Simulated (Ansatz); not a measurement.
# Is NbInGa in the AlB2 type a stable metal?, part 3 of 3

The plan: relax NbInGa in the AlB2 type, check its phonons, and, if the lattice is stable, compute its Eliashberg function and ρ(T).

Ansatz 0.2.0; DFT PBE, scalar-relativistic, plane waves, PAW; PAW set soft_1.

So far, highest frequency, solved or plainly interpolated (cm⁻¹): step 5 (phonons: q 2×2×2, k 4×4×6) 217; step 6 (k-mesh 6×6×8, q mesh 3×3×2) 209. Also lowest on path (cm⁻¹): step 5 -58.3. The relaxed cell has a = 4.750, c = 2.867 Å (conventional setting).

The structure was built from a prototype and need not be the compound's stable phase.

## (7) Coupling and resistivity: q 3×3×2, k 6×6×8, scattering 8×8×12

Phonons, couplings and the Boltzmann equation in one run.

input.yaml reads:

```yaml
crystal:
  lattice:
    - [4.7496773819, 0.0, 0.0]
    - [-2.3748386909, 4.1133412725, 0.0]
    - [0.0, 0.0, 2.8672372027]
  atoms:
    - { symbol: Nb, position: [0.0, 0.0, 0.0] }
    - { symbol: Ga, position: [0.3333333333, 0.6666666667, 0.5] }
    - { symbol: In, position: [0.6666666667, 0.3333333333, 0.5] }
kpoints:
  mp_grid: { grid: [6, 6, 8] }
hamiltonian:
  xc: pbe
  pseudopotentials: { kind: paw, azcp: { folder: soft_1 } }
scf:
  occupations: { method: methfessel_paxton, width: 0.2 }
output:
  eigenvalues: true
phonons:
  method: dfpt
  qmesh: [3, 3, 2]
  temperatures: { t_max: 1000, t_step: 50 }
  qpath:
    path:
      - [[0.0, 0.0, 0.0], [0.5, 0.0, 0.0], [0.33333333, 0.33333333, 0.0], [0.0, 0.0, 0.0], [0.0, 0.0, 0.5], [0.5, 0.0, 0.5], [0.33333333, 0.33333333, 0.5], [0.0, 0.0, 0.5]]
      - [[0.5, 0.0, 0.5], [0.5, 0.0, 0.0]]
      - [[0.33333333, 0.33333333, 0.5], [0.33333333, 0.33333333, 0.0]]
    npoints: 10
  electrical_resistivity:
    mesh: [8, 8, 12]
    temperatures: [20.0, 50.0, 77.0, 100.0, 150.0, 200.0, 300.0, 400.0, 600.0, 800.0]
```

Run with:

```sh
ansatz run input.yaml --threads 4 --pin off --max-ram 12288MiB --backend cpu --events-out ev --progress --plain --runs-dir out
```

Output:

```text
[the first part of the log is left out]
  E_xc         = -371.969317
  E_vxc        = -346.202555  (∫ρ·V_xc dr)
  E_paw        = -9282.838450  (= ΣΔE_a)
  E_vpaw       = -801.350799  (= ΣTr[D̂ρ^β])
  E_aug_tail   = -0.000030  (compensation charges beyond the density's cutoff)
  E_ewald      = -3967.823107
  E_smearing   = 0.003100  (= −TS)
  E_closure    = 0.000000  (closes the sum)
  Σ components = -13932.870644   (vs F -13932.870644, Δ=0.00e0)
--- Band table (eV; the first three rows and the last of 35) ---
  k-point 0: bands = ["-40.6627", "-16.7765", "-16.7765", "-16.1999", "-0.8538", "-0.5576", "-0.5214", "-0.5214", "-0.4174", "-0.4174", "-0.2302", "-0.2302", "0.0139", "0.0139", "3.8585", "10.9277", "10.9277", "11.9178", "12.2367", "15.6951", "15.6951", "16.8224", "16.8224", "18.7723"]
  k-point 1: bands = ["-40.6482", "-16.7610", "-16.7610", "-16.3350", "-0.7585", "-0.5195", "-0.5195", "-0.4775", "-0.4428", "-0.4428", "-0.2246", "-0.2246", "-0.0472", "-0.0472", "4.1709", "11.2325", "11.2325", "12.2150", "12.7136", "14.7703", "14.7703", "17.7361", "17.7361", "18.6596"]
  k-point 2: bands = ["-40.6130", "-16.7235", "-16.7235", "-16.6514", "-0.5906", "-0.5267", "-0.5267", "-0.4972", "-0.4972", "-0.2219", "-0.2127", "-0.2127", "-0.1825", "-0.1825", "5.1075", "12.1000", "12.1000", "12.9843", "13.4173", "13.5857", "13.5857", "16.8199", "18.1044", "18.1044"]
  k-point 34: bands = ["-40.5626", "-17.0759", "-16.6744", "-16.6733", "-0.6761", "-0.6653", "-0.5344", "-0.5253", "-0.4666", "-0.4370", "-0.3076", "-0.0777", "0.0374", "0.2067", "9.0032", "9.6088", "11.7154", "11.7874", "13.1377", "15.0110", "15.2564", "16.0269", "16.0433", "16.0541"]
--- Phonons (Γ-DFPT): 6 representative perturbations + reference (Σ response iterations 24) ---
  ASR residual: 2.830e-5 → 0.000e0 eV/Å²; symmetrization residual: 1.071e-6 eV/Å²
  ASR residual per site (eV/Å²): 2.83e-5 8.94e-6 2.24e-5
  Γ frequencies (cm⁻¹): 0.00 0.00 0.00 41.73 111.83 116.24 116.24 186.51 186.51
--- Phonons (arbitrary-q DFPT): 6 irreducible q on the 3×3×2 mesh ---
  q = [0.0000, 0.0000, 0.0000] (star 1, of the zone-centre solve; hermiticity 2.77e-7, symmetrization 2.13e-10): -0.00 -0.00 0.00 41.73 111.83 116.24 116.24 186.51 186.51
  q = [0.0000, 0.0000, -0.5000] (star 1, 6 solved perturbations in 300 linear systems a pass and spin channel, the states on 65 of 288 k-point pairs; hermiticity 1.07e-7, symmetrization 8.64e-10): 85.89 85.89 114.07 132.96 132.96 147.89 178.52 178.52 191.43
  q = [0.0000, 0.3333, 0.0000] (star 6, 9 solved perturbations on 105 of 288 k-point pairs; hermiticity 2.53e-7, symmetrization 6.37e-10): -25.81 43.95 60.68 93.51 97.35 115.44 123.34 178.17 192.29
  q = [0.0000, 0.3333, -0.5000] (star 6, 9 solved perturbations on 105 of 288 k-point pairs; hermiticity 1.34e-7, symmetrization 2.28e-9): 68.02 96.08 97.14 98.43 144.39 153.59 183.41 185.92 203.62
  q = [0.3333, 0.3333, 0.0000] (star 2, 6 solved perturbations in 465 linear systems a pass and spin channel, the states on 105 of 288 k-point pairs; hermiticity 1.84e-5, symmetrization 9.26e-6): 27.05 47.82 67.58 101.67 114.35 128.01 157.51 168.53 188.31
  q = [0.3333, 0.3333, -0.5000] (star 2, 6 solved perturbations in 465 linear systems a pass and spin channel, the states on 105 of 288 k-point pairs; hermiticity 4.38e-6, symmetrization 2.19e-6): 52.06 81.66 109.61 129.02 153.92 155.87 162.21 205.75 207.08
  sum rule: each row above includes the acoustic sum rule's correction from the zone centre's row sums; it moved no ω² by more than (0.29 cm⁻¹)²
  mesh force constants: q→R imaginary residual 0.00e0; ASR residual 2.830e-5 → 0.000e0 eV/Å²; symmetrization residual 3.553e-15 eV/Å²
  interpolated dispersion: 93 rows × 9 modes
  density of states and harmonic sums: on the 15×15×22 q-mesh, interpolated from the force constants of a 3×3×2 supercell (no non-analytic term)
  largest difference from the sums on the solved wave vectors: F 9.67e-2 eV, S 1.32e-4 and C_V 3.52e-5 eV/K
  zero-point energy: 0.067793 eV/cell   skipped modes (ω ≤ 0): 38, of them read as no rigid motion or as one in doubt: 35 (9.091e-2 modes/cell left out, lowest -25.81 cm⁻¹)   left out of the sums: 1.02e-2 of the cell's modes: C_V's classical limit lies that fraction below 3 k_B per atom; for a crystal, a wire or a layer, F and S can be off by more, and a phonons.interpolated_qmesh denser along its periods is the remedy for the sampling
Error: electrical resistivity: the mode of lowest frequency at the wavevector [0.0000, 0.3750, 0.0000] is imaginary, -25.86 cm⁻¹ (written negative): the force constants describe an unstable lattice; relax the structure, enlarge phonons.supercell (under dfpt, kpoints.mp_grid), or, with a block electrical_resistivity or superconductivity, name a file of force constants under which the crystal is stable (phonons.electron_phonon_force_constants)
The harmonic force constants that this run solved are whole in <dir>
```

It took 2.5 min on 4 threads of Arm Neoverse V2, shared host; peak memory 0.79 GiB.

The run ended with an error.

The program's message: “electrical resistivity: the mode of lowest frequency at the wavevector [0.0000, 0.3750, 0.0000] is imaginary, -25.86 cm⁻¹ (written negative): the force constants describe an unstable lattice; relax th …”

The run stops because a mode is imaginary on the scattering mesh, where no scattering rate is defined; denser k meshes, other smearings and, between solved wavevectors, finer q meshes show whether the instability is real.

## (8) Outcome

| Property | Result |
| --- | --- |
| phonon run of the rows without a label of their own | PBE, q 3×3×2, k 6×6×8 |
| softest mode on the q mesh | -25.8 cm⁻¹ at q = (0.333, -0.333, 0) |
| highest frequency, solved or plainly interpolated | 209 cm⁻¹ |

**Reading.** The lattice is dynamically unstable at this level: a mode at q = (0.333, -0.333, 0) is imaginary, 25.8i cm⁻¹, so no harmonic coupling constant or resistivity is defined for this structure. These meshes are coarse, and single modes of a metal can move by tens of cm⁻¹ with the k mesh. The coarser mesh found an imaginary mode at another wavevector, which this mesh lacks. The phonon runs are not spin-polarised. The structure was built by hand as an ordered model, and its stability against other phases was not tested.

[Logs are printed without paths, hosts, clocks, repeated set-up lines and the standing remarks that a program may print on its own settings, such as how far it seeks lower states.]

[Hosts, paths, dates, database ids (printed as entryN), source tags and the programs' standing remarks are cut or masked in the printed files.]
